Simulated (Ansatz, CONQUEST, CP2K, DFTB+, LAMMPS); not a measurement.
# Amorphous carbon (100 atoms), the geometry as built

100 atoms (100 C) placed at random at 2.92 g/cm³, melted at 6000 K for 10 ps at fixed volume with the Tersoff potential (Tersoff, Phys. Rev. B 39, 5566 (1989)). Quenched from 6000 K to 300 K at 100 K/ps and fixed volume, held 5 ps, then minimised at fixed cell.

Calculated values (DFTB+ 25.1, IPEA1-xTB tight binding, diagonalisation; levels smeared at 580 K; periodic xTB differs between programs; its forces lie 47 % r.m.s. from those of plane-wave PBE on this cell; Γ point; density 2.92 g/cm³) for the geometry as built.

Cell vectors (Å):

```
8.808 0.000 0.000
0.000 8.808 0.000
0.000 0.000 8.808
```

Positions (Å):

```
1 C 5.868 6.629 7.377
2 C 7.596 6.599 5.046
3 C 0.726 3.749 6.706
4 C 7.703 6.897 0.816
5 C 0.299 1.742 3.598
6 C 4.248 4.991 2.110
7 C 0.528 0.934 0.383
8 C 5.269 6.113 3.738
9 C 3.730 8.150 5.700
10 C 7.560 8.275 7.986
11 C 4.105 5.270 6.041
12 C 3.922 2.672 1.780
13 C 1.555 3.755 4.632
14 C 7.660 2.143 6.688
15 C 3.971 1.909 0.569
16 C 7.571 4.017 1.301
17 C 4.440 6.179 7.123
18 C 5.182 6.916 0.959
19 C 6.705 0.966 1.051
20 C 6.713 0.805 2.607
21 C 5.926 3.360 7.846
22 C 7.816 0.857 3.660
23 C 2.248 4.324 1.050
24 C 1.044 8.082 6.964
25 C 5.436 2.758 4.186
26 C 5.027 1.363 4.340
27 C 6.471 6.305 1.440
28 C 6.800 1.184 6.052
29 C 6.584 4.940 0.831
30 C 1.728 4.544 5.890
31 C 2.091 6.098 3.173
32 C 2.709 3.676 3.725
33 C 2.572 5.850 0.724
34 C 5.112 3.152 6.653
35 C 7.384 5.462 5.910
36 C 5.176 0.779 0.447
37 C 7.823 6.381 3.654
38 C 1.972 3.535 8.716
39 C 7.388 0.309 5.031
40 C 0.872 8.603 1.255
41 C 4.514 5.311 8.376
42 C 1.718 6.105 8.298
43 C 5.024 5.057 4.942
44 C 0.616 3.902 8.155
45 C 2.557 1.125 3.260
46 C 6.183 7.918 7.862
47 C 2.301 8.240 1.463
48 C 4.869 8.263 1.323
49 C 5.414 0.537 3.261
50 C 3.496 7.390 7.014
51 C 3.261 1.767 5.821
52 C 2.958 2.476 2.881
53 C 4.877 3.683 1.984
54 C 2.872 2.382 8.230
55 C 8.657 7.716 1.735
56 C 8.063 6.048 8.363
57 C 7.089 4.183 5.240
58 C 8.590 5.134 3.620
59 C 8.804 2.740 6.004
60 C 3.542 2.858 6.794
61 C 3.090 0.069 2.505
62 C 7.884 7.862 5.596
63 C 6.527 6.199 2.950
64 C 5.678 4.525 8.607
65 C 8.630 7.522 3.171
66 C 2.018 6.925 7.069
67 C 7.249 3.465 2.693
68 C 1.686 6.121 5.782
69 C 1.923 1.240 5.655
70 C 1.874 1.109 8.228
71 C 3.332 7.453 4.550
72 C 1.414 0.822 4.200
73 C 1.352 3.971 2.155
74 C 1.040 5.052 3.018
75 C 7.872 0.498 0.134
76 C 4.346 0.818 5.592
77 C 4.290 7.204 3.550
78 C 0.979 8.037 4.059
79 C 5.411 0.917 6.602
80 C 5.864 3.232 2.913
81 C 8.450 7.902 6.893
82 C 3.104 4.253 6.314
83 C 1.494 0.603 6.905
84 C 0.157 2.187 0.976
85 C 3.829 8.304 8.049
86 C 4.077 5.865 0.825
87 C 2.230 6.760 1.778
88 C 1.970 6.926 4.428
89 C 7.957 3.885 4.001
90 C 5.668 3.670 5.285
91 C 3.189 5.007 3.179
92 C 4.478 8.417 2.689
93 C 0.512 5.372 8.299
94 C 0.679 2.583 2.239
95 C 7.007 5.757 7.296
96 C 0.208 2.934 4.488
97 C 8.262 3.194 0.161
98 C 5.180 0.152 7.898
99 C 7.230 2.732 7.932
100 C 2.762 0.043 0.071
```

Q: Give the force and the charge of every atom.

Columns: atom, q, fx, fy, fz (forces in eV/Å, q the Mulliken charge in e).

```
1 0.02 0.226 3.105 -0.348
2 -0.01 0.717 -1.709 4.980
3 -0.01 -2.397 -1.997 -1.999
4 -0.01 3.170 0.374 0.107
5 0.02 0.038 -0.507 -0.495
6 0.00 -3.786 -1.099 2.012
7 0.01 -1.867 -1.861 -0.181
8 0.01 0.809 0.448 0.571
9 -0.02 0.183 -0.310 -2.225
10 0.01 0.743 3.489 0.479
11 -0.01 1.784 -0.458 -2.886
12 -0.01 -4.347 -1.981 0.610
13 0.01 0.886 1.106 -3.343
14 -0.01 -1.214 -2.011 -2.540
15 -0.02 0.006 -3.873 -1.420
16 -0.05 -0.645 0.059 -0.188
17 0.02 1.048 0.510 0.699
18 0.02 -1.511 0.423 0.154
19 -0.02 0.200 -2.317 1.793
20 -0.02 0.823 0.683 -0.368
21 -0.01 3.131 -0.035 -0.225
22 0.00 -2.527 -0.591 -2.666
23 -0.02 -1.658 -0.207 1.945
24 0.00 -0.415 -0.791 -0.705
25 -0.02 -0.910 -5.538 1.272
26 0.00 1.306 2.122 -1.639
27 0.02 0.086 -0.300 -0.152
28 -0.02 1.943 1.360 2.013
29 0.01 0.199 -3.348 1.404
30 0.02 -1.161 0.029 -0.506
31 0.02 1.190 -2.172 -2.843
32 0.00 0.247 0.279 -1.174
33 0.02 -1.342 -0.972 -0.593
34 -0.01 -0.786 -4.765 1.021
35 -0.01 -0.637 0.204 -2.211
36 0.02 2.218 0.724 2.885
37 0.02 -0.114 -0.400 -0.514
38 -0.01 1.333 -2.611 -0.832
39 -0.02 0.971 -0.083 -0.646
40 -0.02 0.061 -0.381 0.445
41 -0.01 1.071 0.198 -0.272
42 -0.02 0.482 0.169 0.497
43 -0.01 -0.572 1.977 -0.301
44 0.02 1.112 0.049 0.946
45 -0.01 1.050 2.570 -1.302
46 0.00 -0.294 -2.973 -2.606
47 0.02 -2.206 -0.669 -0.535
48 0.01 1.485 0.884 -4.222
49 -0.03 2.329 2.170 0.138
50 0.02 -1.519 0.983 -0.496
51 -0.01 -2.577 1.081 1.501
52 0.00 1.125 -1.354 1.692
53 -0.01 1.518 1.549 0.371
54 0.02 -0.847 0.727 1.925
55 0.00 -0.690 -3.071 -0.489
56 0.01 -2.081 -0.357 -0.678
57 -0.01 -0.815 1.502 0.024
58 0.00 2.772 0.553 -2.310
59 -0.01 0.687 2.732 1.651
60 0.01 1.663 0.643 -1.533
61 0.00 -0.846 1.742 0.457
62 0.00 -1.266 0.907 -2.904
63 -0.02 -3.016 0.258 0.249
64 0.01 0.329 -0.841 -0.499
65 -0.01 2.857 3.180 -2.011
66 0.03 -0.266 -0.986 -1.618
67 -0.02 -1.891 2.184 -0.841
68 -0.04 0.088 -0.310 -0.087
69 0.00 -1.245 -2.602 1.461
70 0.02 0.772 -1.013 -0.032
71 0.00 0.806 1.785 3.713
72 0.01 0.454 -2.148 -0.898
73 0.01 -1.503 -0.471 -1.648
74 0.02 -3.894 -0.074 1.585
75 0.00 -3.104 0.074 -1.082
76 0.02 1.156 -2.318 -0.561
77 -0.02 3.754 -0.312 -0.388
78 -0.03 -1.550 0.931 0.606
79 -0.01 1.827 4.218 0.515
80 0.01 4.172 1.719 -1.095
81 0.00 -1.698 0.925 3.675
82 -0.02 -0.006 -1.695 2.001
83 0.01 1.706 2.020 -3.090
84 0.00 3.187 0.946 3.054
85 -0.02 -0.747 1.434 2.413
86 0.02 0.383 -0.036 3.011
87 0.00 -0.613 0.813 2.107
88 0.02 -1.017 -1.425 1.194
89 0.01 -1.658 -0.050 -0.132
90 0.03 -0.739 0.712 0.077
91 -0.01 1.716 -2.510 -1.302
92 0.03 -0.796 -1.096 -0.806
93 -0.01 -0.048 2.541 0.248
94 -0.02 -0.771 0.172 -1.028
95 -0.02 2.097 1.424 2.057
96 0.01 2.265 0.549 3.628
97 0.01 -1.306 0.696 0.155
98 0.01 -1.748 1.134 0.283
99 -0.01 -1.336 1.847 0.499
100 0.00 1.807 1.717 1.341
```

The quench rate of 100 K/ps is many orders above laboratory rates, so the cell is likely richer in defects and strain than a real sample. The network of bonds at the start is that of the classical potential that made the cell, and needn't be the one that DFT or experiment would give. Only the Γ point is sampled, in a cell whose shortest periodic width is 9 Å.

The r.m.s. force component is 1.71 eV/Å; the longest force, 5.75 eV/Å, acts on C25.

[Logs are printed without paths, hosts, clocks, repeated set-up lines and the standing remarks that a program may print on its own settings, such as how far it seeks lower states.]

[Hosts, paths, dates, database ids (printed as entryN), source tags and the programs' standing remarks are cut or masked in the printed files.]
